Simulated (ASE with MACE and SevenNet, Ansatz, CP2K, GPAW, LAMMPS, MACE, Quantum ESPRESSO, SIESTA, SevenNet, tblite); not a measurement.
## Machine-learned potentials runs on 47In2O3-53ZnO (mol %) with crystalline order left by the classical run (65 atoms)

How do the settings of machine-learned potentials change the result for 47In2O3-53ZnO (mol %) with crystalline order left by the classical run (65 atoms)? A plane-wave run serves as the yardstick.

Main program and level: ASE with MACE and SevenNet; the method is named at each step.

## Step 1: Starting point

The cell holds 65 atoms: 18 In, 10 Zn and 37 O. Its edges and angles: a = 9.453 Å, b = 9.453 Å, c = 9.453 Å, α = 90.0°, β = 90.0°, γ = 90.0°. 65 atoms (18 Sc, 10 Zn, 37 O) placed at random at 4.13 g/cm³, melted at 5000 K for 10 ps at fixed volume with the Morse and Coulomb pair potential with partial charges (Pedone, Malavasi, Menziani, Cormack and Segre, J. Phys. Chem. B 110, 11780 (2006)). Quenched from 5000 K to 300 K at 10 K/ps and fixed volume, held 10 ps at zero pressure, then minimised at fixed cell. Then Sc was replaced by In and the cell scaled by 1.027 (the potential has no terms for the new elements, so the cell is a start for a DFT relaxation).

The yardstick, on the same geometry:

- method: Kohn-Sham DFT, PBE, PAW, plane waves (Ansatz 0.2.0); cutoff 420 eV, Γ point, fermi-dirac smearing of 0.05 eV; PAW set soft_2
- r.m.s. force component: 0.2911 eV/Å
- longest force: 1.111 eV/Å
- pressure: 2.139 GPa
- spacing of highest filled and lowest empty level: 0.3639 eV
- SCF cycles: 11
- time: 7.3 s on 8 threads of Arm Neoverse V2, shared host
- CPU time: 51 s

## Step 2: MACE MPA-0 medium potential

Method: machine-learned interatomic potential MACE MPA-0 medium, trained on PBE(+U) plane-wave data.

The input, run.py:

```python
import numpy as np
from ase.io import read
import mlip  # loads the published weights by name

atoms = read("structure.xyz")
atoms.calc = mlip.calc("mace-mpa-0-medium")
energy = atoms.get_potential_energy()
forces = atoms.get_forces()
print(f"energy {energy:.6f} eV")
print("forces (eV/A)")
for i, (a, f) in enumerate(zip(atoms, forces)):
    print(f"{i:4d} {a.symbol:2s} {f[0]:10.5f} {f[1]:10.5f} {f[2]:10.5f}")
stress = -atoms.get_stress(voigt=False) * 160.21766
print("stress (GPa, compression positive)")
for row in stress:
    print(" ".join(f"{x:10.4f}" for x in row))
```

The input, structure.xyz:

```xyz
65
Lattice="9.45319 0.00000 0.00000 0.00000 9.45319 0.00000 0.00000 0.00000 9.45319" Properties=species:S:1:pos:R:3 pbc="T T T"
In 5.66331 0.61105 1.45967
In 7.21713 2.27784 8.54890
In 8.23987 1.98876 3.15566
In 1.02406 4.36454 9.25997
In 7.44250 8.44860 8.59626
In 8.87966 0.59177 6.30811
In 2.65417 0.83557 6.28268
In 7.35420 8.35237 3.58389
In 4.14711 5.63722 3.83601
In 5.76134 3.93101 1.52168
In 2.59055 2.37682 2.67591
In 1.14573 7.00812 7.22451
In 1.04146 0.78868 0.36839
In 8.91493 3.81758 6.15942
In 2.67639 7.02287 1.31210
In 0.91271 5.40647 3.70612
In 5.74537 7.12298 6.20517
In 1.28488 8.91247 3.59883
Zn 8.87361 6.81471 1.33696
Zn 7.29730 5.34890 8.46760
Zn 2.70730 3.91995 5.99597
Zn 3.57198 2.55274 8.97089
Zn 4.20308 5.45506 8.09032
Zn 4.17264 8.74259 8.44652
Zn 5.73790 3.64071 5.78762
Zn 4.84911 0.79029 4.92048
Zn 7.33482 5.36903 4.05873
Zn 5.72107 6.93401 1.07190
O 1.05517 5.53522 1.50060
O 8.94763 6.87880 8.58652
O 2.43694 7.00982 3.53237
O 8.78598 3.86210 3.99189
O 6.23211 0.69131 3.49343
O 4.36860 8.80120 6.33269
O 5.85814 6.98279 4.06118
O 7.42510 8.43329 6.44906
O 7.22696 2.28692 1.30709
O 0.91195 5.37962 5.93178
O 4.38023 2.28389 1.51932
O 2.74218 6.94838 8.59286
O 8.82777 0.65652 8.49936
O 5.76853 4.11649 3.69374
O 7.42057 2.25723 6.36030
O 7.18471 5.50015 1.16823
O 1.85717 2.72138 0.67099
O 8.71319 3.84820 8.31900
O 2.93181 0.75389 4.05873
O 4.31075 5.49911 6.00107
O 5.82827 6.92475 8.38432
O 5.66927 3.84688 8.73815
O 8.75129 6.78455 3.48861
O 5.94464 0.55348 8.79960
O 4.29033 5.58315 1.64051
O 2.60209 4.10127 3.87534
O 7.17412 5.21041 6.18087
O 4.30489 8.44085 1.15783
[... 5 atom lines left out ...]
O 4.15969 2.37606 6.04012
O 8.80404 0.21780 4.24486
O 1.17787 8.74798 6.11395
O 0.69765 1.41297 2.45272
```

Command:

```
> OMP_NUM_THREADS=1 python run.py > output.txt
```

The program printed:

```text
energy -335.377167 eV
forces (eV/A)
   0 In   -0.28179   -0.27020   -0.16613
   1 In   -0.17663   -0.22940   -0.18579
   2 In   -0.01753    0.48051   -0.20158
   3 In   -0.37784    0.25308    0.09984
   4 In    0.22006    0.13048   -0.19297
   5 In   -0.14687    0.05030    0.24752
   6 In   -0.70820    0.11786    0.55832
   7 In   -0.37423   -0.50653    0.19344
   8 In    0.35112    0.19715   -0.26371
   9 In    0.31601    0.30714    0.14442
  10 In    0.12889    0.28120    0.62407
  11 In   -0.21070    0.09984    0.11774
  12 In   -0.35417   -0.48241   -0.45435
  13 In    0.10136   -0.04416    0.24676
  14 In    0.11701    0.16782   -0.27673
  15 In    0.07607    0.03509    0.00867
  16 In    0.34370    0.33799   -0.23141
  17 In    0.20265   -0.20146   -0.09945
  18 Zn   -0.06406   -0.16127   -0.20065
  19 Zn    0.14793    0.05476    0.05422
  20 Zn   -0.27184   -0.17234   -0.01039
  21 Zn    0.22309   -0.11407   -0.15937
  22 Zn   -0.10145    0.01305    0.16889
  23 Zn   -0.04372    0.11152    0.08689
[...]
57 O     0.17793   -0.06641   -0.09206
  58 O     0.51542    0.32363    0.28643
  59 O     0.25806   -0.21061    0.14966
  60 O     0.57601   -0.22894   -0.31380
  61 O     0.45016    0.50443   -0.04328
  62 O     0.25124    0.12534   -0.37028
  63 O    -0.03665   -0.24749   -0.61826
  64 O     0.00199   -0.27556    0.12912
stress (GPa, compression positive)
    1.8265     0.3623    -0.3345
    0.3623     3.1083    -0.7351
   -0.3345    -0.7351     2.3198
```

It took 7.2 s on 1 thread of Arm Neoverse V2, shared host; peak memory 0.96 GiB.

Banners, paths, timers and routine set-up lines are dropped from the logs unmarked, and long logs keep their key lines alone; longer cuts are marked.

Compared with the plane-wave run:

| Property | Result |
| --- | --- |
| r.m.s. force component | 0.2814 eV/Å |
| r.m.s. difference of force components | 67.98 meV/Å |
| longest difference of force vectors | 217.7 meV/Å |
| force difference over r.m.s. force | 23.35 % |
| slope of forces against the reference's | 0.9399 |
| correlation of force components | 0.9724 |
| pressure | 2.418 GPa |
| pressure difference | 0.2791 GPa |

Length of the force difference by element (eV/Å):

| element | atoms | mean | most |
| --- | --- | --- | --- |
| In | 18 | 0.11 | 0.21 |
| O | 37 | 0.11 | 0.22 |
| Zn | 10 | 0.095 | 0.20 |

A closer look about In8, which has 5 bonded neighbours where the commonest count for In is 6: 9 atoms, nearest first, numbered in the order of the input, with positions taken from that point.

| atom | x | y | z | distance (Å) | bonds | Fx | Fy | Fz (eV/Å) |
| --- | --- | --- | --- | --- | --- | --- | --- | --- |
| In8 | 0.00 | 0.00 | 0.00 | 0.00 | 5 | -0.37 | -0.51 | 0.19 |
| O63 | 1.45 | 1.32 | 0.66 | 2.07 | 4 | 0.25 | 0.13 | -0.37 |
| O35 | -1.50 | -1.37 | 0.48 | 2.08 | 4 | 0.13 | 0.02 | -0.01 |
| O51 | 1.40 | -1.57 | -0.10 | 2.10 | 4 | 0.12 | -0.08 | -0.27 |
| O33 | -1.12 | 1.79 | -0.09 | 2.12 | 4 | -0.17 | 0.56 | 0.84 |
| O60 | -0.13 | 0.03 | -2.21 | 2.21 | 5 | 0.26 | -0.21 | 0.15 |
| O36 | 0.07 | 0.08 | 2.87 | 2.87 | 3 | 0.19 | 0.12 | -0.19 |
| Zn27 | -0.02 | -2.98 | 0.47 | 3.02 | 5 | -0.31 | -0.02 | -0.14 |
| Zn19 | 1.52 | -1.54 | -2.25 | 3.12 | 6 | -0.06 | -0.16 | -0.20 |

Atoms are counted from 1 here, from 0 in the log.

Forces lie 23 % from the reference's, at 0.14 times its CPU time (on 1 against 8 cores).

## Step 3: SevenNet 0 potential

Method: machine-learned interatomic potential SevenNet 0, trained on PBE(+U) plane-wave data.

Changes to run.py since step 2:

```diff
@@ -5,3 +5,3 @@
 atoms = read("structure.xyz")
-atoms.calc = mlip.calc("mace-mpa-0-medium")
+atoms.calc = mlip.calc("7net-0")
 energy = atoms.get_potential_energy()
```

structure.xyz is that of step 2.

The program printed:

```text
energy -335.678070 eV
forces (eV/A)
   0 In   -0.20924   -0.16471   -0.07634
   1 In   -0.19046   -0.21226   -0.16472
   2 In   -0.11084    0.41722   -0.16850
   3 In   -0.45579    0.36893   -0.03353
   4 In    0.27891    0.09078   -0.22842
   5 In   -0.12121    0.14169    0.18436
   6 In   -0.77648    0.09659    0.59659
   7 In   -0.29793   -0.24779    0.28059
   8 In    0.35472    0.12196   -0.29601
   9 In    0.30578    0.21306    0.11861
  10 In    0.14622    0.29147    0.53232
  11 In   -0.25075    0.06641    0.20547
  12 In   -0.37294   -0.54976   -0.40072
  13 In    0.04683   -0.11796    0.21220
  14 In    0.00378    0.18061   -0.26571
  15 In    0.13842    0.01119   -0.02700
  16 In    0.40519    0.25950   -0.27522
  17 In    0.03359   -0.16793   -0.12278
  18 Zn   -0.10939   -0.12573   -0.25622
  19 Zn    0.11794    0.10486    0.09994
  20 Zn   -0.24785   -0.18005    0.06001
  21 Zn    0.25530   -0.07478   -0.10115
  22 Zn   -0.15333    0.03894    0.21111
  23 Zn   -0.10318    0.06532    0.03625
[...]
57 O     0.26589   -0.03061   -0.09937
  58 O     0.51923    0.27547    0.26239
  59 O     0.30024   -0.13731    0.11745
  60 O     0.65326   -0.22204   -0.34229
  61 O     0.56232    0.52360   -0.08967
  62 O     0.28951    0.08855   -0.33287
  63 O    -0.04833   -0.24800   -0.56296
  64 O     0.00339   -0.26506    0.08626
stress (GPa, compression positive)
    2.4763     0.2632    -0.3144
    0.2632     3.6531    -0.6132
   -0.3144    -0.6132     2.7944
```

Run time: 7 s. Hardware: 1 thread; peak memory 0.83 GiB.

Compared with the plane-wave run:

- r.m.s. force component: 0.2792 eV/Å
- r.m.s. difference of force components: 73.34 meV/Å
- longest difference of force vectors: 241.1 meV/Å
- force difference over r.m.s. force: 25.19 %
- slope of forces against the reference's: 0.9281
- correlation of force components: 0.9678
- pressure: 2.975 GPa
- pressure difference: 0.8355 GPa

Against the first run (23 %), the force difference from the reference is 25 %, at 0.97 times the CPU time.

## Step 4: MACE MP-0b2 small potential

Method: machine-learned interatomic potential MACE MP-0b2 small, trained on PBE(+U) plane-wave data.

Changes to run.py since step 3:

```diff
@@ -5,3 +5,3 @@
 atoms = read("structure.xyz")
-atoms.calc = mlip.calc("7net-0")
+atoms.calc = mlip.calc("mace-mp-0b2-small")
 energy = atoms.get_potential_energy()
```

structure.xyz is that of step 3.

The program printed:

```text
energy -335.279522 eV
forces (eV/A)
   0 In   -0.21194   -0.28171   -0.05753
   1 In   -0.15287   -0.14905   -0.18622
   2 In   -0.10545    0.52739   -0.17759
   3 In   -0.36177    0.30974   -0.01134
   4 In    0.29906   -0.01012   -0.18705
   5 In   -0.19438    0.02784    0.28085
   6 In   -0.64451    0.13715    0.47039
   7 In   -0.38176   -0.50423    0.20263
   8 In    0.44741    0.22239   -0.27795
   9 In    0.32065    0.37669    0.21360
  10 In    0.14911    0.23830    0.55147
  11 In   -0.22003   -0.02170    0.12192
  12 In   -0.31130   -0.44372   -0.41135
  13 In    0.08854   -0.04365    0.25767
  14 In    0.17028    0.10594   -0.27864
  15 In    0.03133    0.05618    0.01800
  16 In    0.40031    0.30921   -0.27992
  17 In    0.15766   -0.29771    0.01461
  18 Zn   -0.14824   -0.16301   -0.25076
  19 Zn    0.17868    0.14186    0.03776
  20 Zn   -0.26543   -0.16303    0.05281
  21 Zn    0.19487   -0.10243   -0.15570
  22 Zn   -0.16569    0.08370    0.17422
  23 Zn   -0.11667    0.05771    0.07560
[...]
57 O     0.22680   -0.05457   -0.11053
  58 O     0.47002    0.35072    0.33841
  59 O     0.25083   -0.17128    0.07978
  60 O     0.58959   -0.26003   -0.30396
  61 O     0.49121    0.50762   -0.01721
  62 O     0.38970    0.15728   -0.26365
  63 O    -0.07195   -0.25324   -0.52696
  64 O     0.07122   -0.17885    0.00854
stress (GPa, compression positive)
    2.5127     0.3328    -0.2417
    0.3328     3.6564    -0.6714
   -0.2417    -0.6714     3.0253
```

The job ended after 5.7 s (1 thread; peak memory 0.66 GiB).

Compared with the plane-wave run:

```
r.m.s. force component                  : 0.2775 eV/Å
r.m.s. difference of force components   : 84.81 meV/Å
longest difference of force vectors     : 376.6 meV/Å
force difference over r.m.s. force      : 29.13 %
slope of forces against the reference's : 0.9118
correlation of force components         : 0.9566
pressure                                : 3.065 GPa
pressure difference                     : 0.9257 GPa
```

Against the first run (23 %), the force difference from the reference is 29 %, at 0.80 times the CPU time.

## Step 5: Side by side

Differences are against the plane-wave reference, forces as r.m.s. over components; share is that over the reference's r.m.s. force, slope the least-squares factor from reference forces to these. Total energies of different programs have different zeros and aren't compared.

| run | Δ force, r.m.s. (meV/Å) | share (%) | slope | Δ pressure (GPa) | cores | CPU time | memory (GiB) |
| --- | --- | --- | --- | --- | --- | --- | --- |
| reference | - | - | - | - | 8 | 51 s | 1.2 |
| MACE MPA-0 medium potential | 68.0 | 23.4 | 0.940 | 0.279 | 1 | 7.1 s | 0.96 |
| SevenNet 0 potential | 73.3 | 25.2 | 0.928 | 0.836 | 1 | 6.9 s | 0.83 |
| MACE MP-0b2 small potential | 84.8 | 29.1 | 0.912 | 0.926 | 1 | 5.7 s | 0.66 |

Times of the machine-learned potentials are mostly Python's start and the loading of weights.

CPU time is summed over cores on a shared host, where runs went side by side, so it is rough. Symmetry, cutoffs, thresholds, outputs and thread counts weren't matched or tuned between programs; memory under MPI is the largest rank's times the ranks.

## Step 6: What came out

```yaml
nearest_in_forces: MACE MPA-0 medium potential, 23 %
its_cpu_time: 7.1 s
```

What this shows: Machine-learned potentials differ by 23 % (MACE MPA-0 medium potential) to 29 % (MACE MP-0b2 small potential); they were trained on other programs' data. Machine-learned potentials mimic data converged in k, so the reference's own k-point error enters their differences. The quench rate of 10 K/ps is many orders above laboratory rates, so the cell is likely richer in defects and strain than a real sample. The network of bonds at the start is that of the classical potential that made the cell, and needn't be the one that DFT or experiment would give. The reference's pressure of 2.1 GPa belongs to a cell and atoms that aren't relaxed at this level. The electronic-structure runs sample only Γ, in a cell whose shortest periodic width is 9 Å.

[Also dropped from logs without a mark: logging warnings of Python, and SIESTA's first energy breakdown and zero terms.]

[Logs are printed without paths, hosts, clocks, repeated set-up lines and the standing remarks that a program may print on its own settings, such as how far it seeks lower states.]

[Hosts, paths, dates, database ids (printed as entryN), source tags and the programs' standing remarks are cut or masked in the printed files.]
